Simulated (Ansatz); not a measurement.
# Electron scattering at the Σ5 (210) boundary in fcc Rh, part 3 of 3

Aim: the relaxed structure and the specific resistance of the Σ5 (210) boundary in fcc Rh.

Ansatz 0.2.0; Ansatz plane-wave DFT, r2SCAN, PAW files; relaxation of a bicrystal slab with its lowest layers held; PAW set soft_1 (the session's first sound run).

So far. Step 3 (Transmission across the boundary): Over the solved energies the transmission per spin lies between 2.71 and 2.98, out of 4.88 channels of the lead on average (up to 5.03). Step 4 (Specific resistance): Averaged over the energies near the Fermi level, 58.2 % of the channels pass, which makes 0.308 fΩ m².

## Step 5: Single-crystal slab for reference

The free faces cost energy too. A single-crystal slab with the same faces and held layers is relaxed, so that they cancel.

This step: Ansatz plane-wave DFT, r2SCAN, PAW files; relaxation of a single-crystal slab with its lowest layers held; PAW set soft_1 (Ansatz 0.2.0).

System of this step: Rh slab, plane (2, 1, 0). The cell holds 22 atoms: 22 Rh. Its edges and angles: a = 4.658 Å, b = 3.803 Å, c = 28.858 Å, α = 90.0°, β = 90.0°, γ = 65.9°. It derives from Rh. Vacuum lies along c.

File input.yaml:

```yaml
crystal:
  lattice:
    - [4.6578272204, 0.0, 0.0]
    - [1.5526090735, 3.4717394307, 0.0]
    - [0.0, 0.0, 28.8583792625]
  atoms:
    - { symbol: Rh, position: [0.4, 0.2999999999, 0.1732599033] }
    - { symbol: Rh, position: [1.0, 0.9999999999, 0.2027279134] }
    - { symbol: Rh, position: [0.6, 0.6999999999, 0.2321959235] }
    - { symbol: Rh, position: [0.2, 0.3999999999, 0.2616639337] }
    - { symbol: Rh, position: [0.8, 0.1, 0.2911319438] }
    - { symbol: Rh, position: [0.4, 0.8, 0.3205999539] }
    - { symbol: Rh, position: [1.0, 0.5, 0.3500679641] }
    - { symbol: Rh, position: [0.6, 0.2, 0.3795359742] }
    - { symbol: Rh, position: [0.2, 0.9, 0.4090039843] }
    - { symbol: Rh, position: [0.8, 0.6, 0.4384719945] }
    - { symbol: Rh, position: [0.4, 0.3, 0.4679400046] }
    - { symbol: Rh, position: [1.0, 1.0, 0.4974080147] }
    - { symbol: Rh, position: [0.6, 0.7, 0.5268760249] }
    - { symbol: Rh, position: [0.2, 0.4, 0.556344035] }
    - { symbol: Rh, position: [0.8, 0.1, 0.5858120451] }
    - { symbol: Rh, position: [0.4, 0.8, 0.6152800553] }
    - { symbol: Rh, position: [1.0, 0.5, 0.6447480654] }
    - { symbol: Rh, position: [0.6, 0.2, 0.6742160755] }
    - { symbol: Rh, position: [0.2, 0.9, 0.7036840857] }
    - { symbol: Rh, position: [0.8, 0.6, 0.7331520958] }
    - { symbol: Rh, position: [0.4, 0.3, 0.7626201059] }
    - { symbol: Rh, position: [0.0, 0.0, 0.7920881161] }
kpoints:
  mp_grid: { grid: [7, 7, 1] }
hamiltonian:
  xc: r2scan
  pseudopotentials: { kind: paw, azcp: { folder: soft_1 } }
scf:
  occupations: { method: fermi_dirac, width: 0.1 }
relax:
  f_tol: 0.03
  max_steps: 80
  constraints: [{ sites: [0, 1, 2, 3] }]
```

Run with:

```sh
$ ansatz run input.yaml --threads 4 --pin off --max-ram 15360MiB --backend cpu --events-out ev --progress --plain --runs-dir out
```

Numbers of over 12 decimals in the logs are rounded to 6 here.

Output:

```text
Warning: crystal.symmetry: narrowed to the stabiliser of the relax constraints — unitary ops 4 → 2; lowered at sites 0, 1, 2, 3, 18, 19, 20, 21 (the operations that carried what is held of a site onto what its image site leaves free; the constrained walk keeps no symmetry that its constraints do not admit)
[...]
Crystal: 22 atoms, lattice volume = 466.662 Å³
Basis set: ecut = 500 eV, 11837 PW (Γ), exchange–correlation on 144×120×864 points (64 copies of the dense FFT grid, shifted against one another)
Bands: 225, of which v1, the nominal top of the filled ones, is band 187 counted from 1 (186 counted from 0)
Symmetry: 2 space group operations
k-points: 16 of 49 (time reversal used)
[...]
SCF iter   1: F=—  HF=-141138.784738 eV  |F-HF|=—  |Δ(HF+E_count)|=         —  Δρ=7.57e-2  dr2=4.60e1  dr2_τ=6.48e-1  ethr=3.10e-3  ⟨swp⟩=6.1  Hψ=12477  notcnv=0  defer=66
[...]
SCF iter   9: F=-141131.602333 eV  HF=-141131.602339 eV  |F-HF|=6.30e-6  |Δ(HF+E_count)|=   7.47e-6  Δρ=3.13e-5  dr2=8.16e-6  dr2_τ=4.48e-7  ethr=6.02e-9  ⟨swp⟩=4.9  Hψ=12165  notcnv=0
SCF 1 converged in 9 iterations: F = -141131.602333 eV  dr2 = 8.16e-6
[...]
relax step   1: F+E_penalty+E_count = -141131.60233288 eV  Δ(F+E_penalty+E_count) = +0.000e0 eV  max|allowed force component| = 1.260e0 eV/Å  Δτ_max = 0.0000 Å  (9 SCF iters, dr2 threshold 2.25e-5 eV, accepted)
[...]
SCF iter   1: F=—  HF=-141130.935194 eV  |F-HF|=—  |Δ(HF+E_count)|=         —  Δρ=2.31e-2  dr2=2.65e1  dr2_τ=5.67e0  ethr=3.10e-3  ⟨swp⟩=3.9  Hψ=8332  notcnv=0  defer=148
[...]
SCF iter   8: F=-141131.694986 eV  HF=-141131.695003 eV  |F-HF|=1.76e-5  |Δ(HF+E_count)|=   5.20e-6  Δρ=2.20e-5  dr2=1.94e-5  dr2_τ=2.00e-7  ethr=2.65e-8  ⟨swp⟩=3.2  Hψ=12216  notcnv=0
SCF 2 converged in 8 iterations: F = -141131.694986 eV  dr2 = 1.94e-5
[...]
relax step   2: F+E_penalty+E_count = -141131.69498563 eV  Δ(F+E_penalty+E_count) = -9.265e-2 eV  max|allowed force component| = 7.251e-1 eV/Å  Δτ_max = 0.1948 Å  (8 SCF iters, dr2 threshold 9.93e-5 eV, accepted)
[...]
SCF iter   7: F=-141131.723123 eV  HF=-141131.723131 eV  |F-HF|=7.37e-6  |Δ(HF+E_count)|=   4.11e-6  Δρ=3.15e-5  dr2=9.10e-6  dr2_τ=4.17e-7  ethr=8.79e-9  ⟨swp⟩=3.4  Hψ=12636  notcnv=0
SCF 3 converged in 7 iterations: F = -141131.723123 eV  dr2 = 9.10e-6
relax step   3: F+E_penalty+E_count = -141131.72312338 eV  Δ(F+E_penalty+E_count) = -2.814e-2 eV  max|allowed force component| = 6.410e-2 eV/Å  Δτ_max = 0.0533 Å  (7 SCF iters, dr2 threshold 3.29e-5 eV, accepted)
[...]
relax step   4: F+E_penalty+E_count = -141131.72285674 eV  Δ(F+E_penalty+E_count) = +2.666e-4 eV  max|allowed force component| = 1.029e-1 eV/Å  Δτ_max = 0.0176 Å  (7 SCF iters, rejected (line search))
SCF iter   1: F=—  HF=-141131.705505 eV  |F-HF|=—  |Δ(HF+E_count)|=         —  Δρ=5.54e-4  dr2=1.04e-3  dr2_τ=3.27e-2  ethr=8.38e-6  ⟨swp⟩=2.4  Hψ=7480  notcnv=0  defer=147
[...]
SCF iter   7: F=-141131.723955 eV  HF=-141131.723955 eV  |F-HF|=1.95e-8  |Δ(HF+E_count)|=   4.85e-8  Δρ=2.03e-6  dr2=2.71e-8  dr2_τ=2.97e-9  ethr=2.67e-11  ⟨swp⟩=5.1  Hψ=12925  notcnv=0
SCF 5 converged in 7 iterations: F = -141131.723955 eV  dr2 = 2.71e-8
relax step   5: F+E_penalty+E_count = -141131.72395469 eV  Δ(F+E_penalty+E_count) = -8.313e-4 eV  max|allowed force component| = 1.435e-2 eV/Å  Δτ_max = 0.0088 Å  (7 SCF iters, accepted)
[...]
SCF iter   2: F=-141131.723955 eV  HF=-141131.723955 eV  |F-HF|=2.30e-8  |Δ(HF+E_count)|=   1.08e-8  Δρ=1.47e-6  dr2=1.80e-8  dr2_τ=1.11e-9  ethr=7.25e-12  ⟨swp⟩=4.2  Hψ=10200  notcnv=0
SCF 6 converged in 2 iterations: F = -141131.723955 eV  dr2 = 1.80e-8
SCF converged after 2 iterations
Free energy (F): -141131.723955 eV
[...]
Internal energy: -141130.678749 eV  (E = F + TS)
E sigma→0 (E₀):  -141131.201352 eV
Entropy (-TS):   -1.045206 eV (-47.509 meV/atom)
Fermi energy:    12.796551 eV
[...]
--- Forces (eV/Å), atoms counted from 1 ---
  atom   1  Rh    -0.04931728     0.02205536     1.23429128
  atom   2  Rh     0.05539142    -0.02477180     0.07294709
  atom   3  Rh     0.05889787    -0.02633993    -0.80394095
  atom   4  Rh    -0.06632019     0.02965929    -0.50319149
  atom   5  Rh    -0.00020101     0.00008990    -0.00157678
  atom   6  Rh    -0.00072789     0.00032552    -0.00084378
  atom   7  Rh     0.00201364    -0.00090053    -0.00122991
  atom   8  Rh    -0.00033423     0.00014947    -0.00052831
  atom   9  Rh    -0.00062225     0.00027828     0.00088204
  atom  10  Rh     0.00094963    -0.00042469     0.00024890
  atom  11  Rh     0.00210871    -0.00094304    -0.00011368
  atom  12  Rh    -0.00149994     0.00067079     0.00100890
  atom  13  Rh     0.00089096    -0.00039845     0.00115356
  atom  14  Rh    -0.00318868     0.00142602    -0.00052070
  atom  15  Rh     0.00059404    -0.00026566     0.00360974
  atom  16  Rh     0.00044198    -0.00019766     0.00197860
  atom  17  Rh     0.00091205    -0.00040788     0.00618666
  atom  18  Rh    -0.00381707     0.00170705    -0.01435080
  atom  19  Rh     0.00954103    -0.00426688    -0.01227530
  atom  20  Rh    -0.00720270     0.00322114     0.00854111
  atom  21  Rh     0.00558172    -0.00249622    -0.00472069
  atom  22  Rh    -0.00410665     0.00183655     0.01238282
  max |Σ_I F_I| component: 6.17e-5 eV/Å
--- Relaxed structure (5 steps of the walk, 4 accepted, 0 SCFs on fresh bases) ---
  F+E_penalty+E_count = -141131.72395469 eV   max|allowed force component| = 1.435e-2 eV/Å
  atoms:
    - { symbol: Rh, position: [0.400000, 0.300000, 0.173260] }
    - { symbol: Rh, position: [1.0, 1.000000, 0.202728] }
    - { symbol: Rh, position: [0.600000, 0.700000, 0.232196] }
    - { symbol: Rh, position: [0.200000, 0.400000, 0.261664] }
    - { symbol: Rh, position: [0.796609, 0.101696, 0.290402] }
    - { symbol: Rh, position: [0.398161, 0.800919, 0.320033] }
    - { symbol: Rh, position: [1.000941, 0.499529, 0.349317] }
    - { symbol: Rh, position: [0.602836, 0.198582, 0.378640] }
    - { symbol: Rh, position: [0.203300, 0.898350, 0.408076] }
    - { symbol: Rh, position: [0.801893, 0.599053, 0.437839] }
    - { symbol: Rh, position: [0.400900, 0.299550, 0.467188] }
    - { symbol: Rh, position: [1.001558, 0.999221, 0.496530] }
    - { symbol: Rh, position: [0.600940, 0.699530, 0.525727] }
    - { symbol: Rh, position: [0.199049, 0.400476, 0.555740] }
    - { symbol: Rh, position: [0.799217, 0.100392, 0.585050] }
    - { symbol: Rh, position: [0.400843, 0.799578, 0.614303] }
    - { symbol: Rh, position: [1.002791, 0.498605, 0.643955] }
    - { symbol: Rh, position: [0.605769, 0.197115, 0.672807] }
    - { symbol: Rh, position: [0.203233, 0.898383, 0.702221] }
    - { symbol: Rh, position: [0.795525, 0.602237, 0.733401] }
    - { symbol: Rh, position: [0.400069, 0.299965, 0.759857] }
    - { symbol: Rh, position: [0.00152769, -0.000763847, 0.786063] }
```

Run time: 4.4 min. Hardware: 4 threads of Intel Xeon Platinum 8488C (Sapphire Rapids), shared host; peak memory 4 GiB; 17 min of CPU time.

Relaxation path:

| step | energy less that of the first step (eV) | largest force component (eV/Å) |
| --- | --- | --- |
| 1 | 0.0000 | 1.2604 |
| 2 | -0.0927 | 0.7251 |
| 3 | -0.1208 | 0.0641 |
| 4 | -0.1205 | 0.1029 |
| 5 | -0.1216 | 0.0143 |

Relaxation step 4 was tried and not accepted.

The atoms that moved most (Å):

| atom | dx | dy | dz | length |
| --- | --- | --- | --- | --- |
| Rh22 | 0.006 | -0.003 | -0.174 | 0.174 |
| Rh21 | 0.000 | 0.000 | -0.080 | 0.080 |
| Rh18 | 0.022 | -0.010 | -0.041 | 0.047 |
| Rh19 | 0.013 | -0.006 | -0.042 | 0.044 |
| Rh13 | 0.004 | -0.002 | -0.033 | 0.033 |
| Rh9 | 0.013 | -0.006 | -0.027 | 0.030 |
| Rh8 | 0.011 | -0.005 | -0.026 | 0.029 |
| Rh16 | 0.003 | -0.001 | -0.028 | 0.028 |

Final coordinates:

```xyz
22
Lattice="4.6578 0.0000 0.0000 1.5526 3.4717 0.0000 0.0000 0.0000 28.8584" Properties=species:S:1:pos:R:3
Rh    2.3289    1.0415    5.0000
Rh    6.2104    3.4717    5.8504
Rh    3.8815    2.4302    6.7008
Rh    1.5526    1.3887    7.5512
Rh    3.8684    0.3531    8.3805
Rh    3.0981    2.7806    9.2356
Rh    5.4378    1.7342   10.0807
Rh    3.1162    0.6894   10.9269
Rh    2.3417    3.1188   11.7764
Rh    4.6652    2.0798   12.6353
Rh    2.3324    1.0400   13.4823
Rh    6.2165    3.4690   14.3290
Rh    3.8852    2.4286   15.1716
Rh    1.5489    1.3903   16.0378
Rh    3.8785    0.3485   16.8836
Rh    3.1085    2.7759   17.7278
Rh    5.4450    1.7310   18.5835
Rh    3.1276    0.6843   19.4161
Rh    2.3415    3.1190   20.2650
Rh    4.6405    2.0908   21.1648
Rh    2.3292    1.0414   21.9282
Rh    0.0059   -0.0027   22.6845
```

Numbers from this step:

| Item | Value |
| --- | --- |
| free energy | -141131.7240 eV |
| energy at zero smearing | -141131.2014 eV |
| Fermi energy | 12.80 eV |

The largest force component on a free atom ends at 0.014 eV/Å, under the tolerance of 0.03, after 5 steps.

## Step 6: Bulk reference

The perfect crystal gives the energy per atom, for the atoms by which bicrystal and slab differ.

This step: Ansatz plane-wave DFT, r2SCAN, PAW files; bulk reference; PAW set soft_1 (Ansatz 0.2.0).

System of this step: Rh. It takes space group Fm-3m (No. 225, cubic). The conventional cell has a = 3.803 Å, b = 3.803 Å, c = 3.803 Å, α = 90.00°, β = 90.00°, γ = 90.00°. Nearest to Rh lie 12 Rh at 2.69 Å.

input.yaml, the sections that differ from step 5:

```yaml
crystal:
  lattice:
    - [0.0, 1.90155, 1.90155]
    - [1.90155, 0.0, 1.90155]
    - [1.90155, 1.90155, 0.0]
  atoms:
    - { symbol: Rh, position: [0.0, 0.0, 0.0] }
kpoints:
  mp_grid: { grid: [20, 20, 20] }
# hamiltonian, scf: as in step 5
# relax: removed
```

Output:

```text
[...]
Crystal: 1 atoms, lattice volume = 13.752 Å³
Basis set: ecut = 500 eV, 339 PW (Γ), exchange–correlation on 80×80×80 points (64 copies of the dense FFT grid, shifted against one another)
Bands: 13, of which v1, the nominal top of the filled ones, is band 9 counted from 1 (8 counted from 0)
Symmetry: 48 space group operations
[...]
k-points: 256 of 8000
[...]
SCF iter   1: F=—  HF=-6415.661776 eV  |F-HF|=—  |Δ(HF+E_count)|=         —  Δρ=9.94e-2  dr2=1.26e0  dr2_τ=2.77e-2  ethr=3.10e-3  ⟨swp⟩=5.2  Hψ=18211  notcnv=0
[...]
SCF iter   7: F=-6415.338620 eV  HF=-6415.338620 eV  |F-HF|=5.01e-9  |Δ(HF+E_count)|=   6.99e-8  Δρ=8.62e-6  dr2=8.82e-9  dr2_τ=2.83e-10  ethr=5.88e-10  ⟨swp⟩=1.0  Hψ=8939  notcnv=0
SCF 1 converged in 7 iterations: F = -6415.338620 eV  dr2 = 8.82e-9
[...]
SCF converged after 7 iterations
Free energy (F): -6415.338620 eV
[...]
Internal energy: -6415.297312 eV  (E = F + TS)
E sigma→0 (E₀):  -6415.317966 eV
Entropy (-TS):   -0.041308 eV (-41.308 meV/atom)
Fermi energy:    22.216661 eV
[...]
```

It took 1.1 s on 4 threads; peak memory 0.4 GiB.

This step gave:

| Item | Value |
| --- | --- |
| free energy | -6415.3386 eV |
| energy at zero smearing | -6415.3180 eV |
| Fermi energy | 22.22 eV |

## Step 7: Boundary energy

This step: Ansatz plane-wave DFT, r2SCAN, PAW files; bicrystal less single-crystal slab less bulk atoms, a boundary area; PAW set soft_1 (Ansatz 0.2.0).

Numbers from this step:

```
excess energy of the cell : 1.544 eV
boundary energy           : 1.530 J/m²
```

The boundary costs 1.5 J/m².

By hand: 1.54 eV / 16.17 Å² × 16.02 = 1.53 J/m².

## Step 8: Outcome

- specific resistance of the boundary: 0.308 fΩ m²
- share of channels that pass: 0.582
- boundary energy: 1.53 J/m²

**Reading.** The boundary has a specific resistance of 0.31 fΩ m² and an energy of 1.5 J/m². The boundary reflects 42 % of the channels; 0.31 fΩ m² is 3.1×10⁻¹² Ω·cm². In the relaxation the upper grain slid sideways by about 0.7 Å, so the result belongs to the position that it found, not to the starting one. One starting structure was relaxed; another shift or atom count at the boundary may lie lower.

[Logs are printed without paths, hosts, clocks, repeated set-up lines and the standing remarks that a program may print on its own settings, such as how far it seeks lower states.]

[Hosts, paths, dates, database ids (printed as entryN), source tags and the programs' standing remarks are cut or masked in the printed files.]
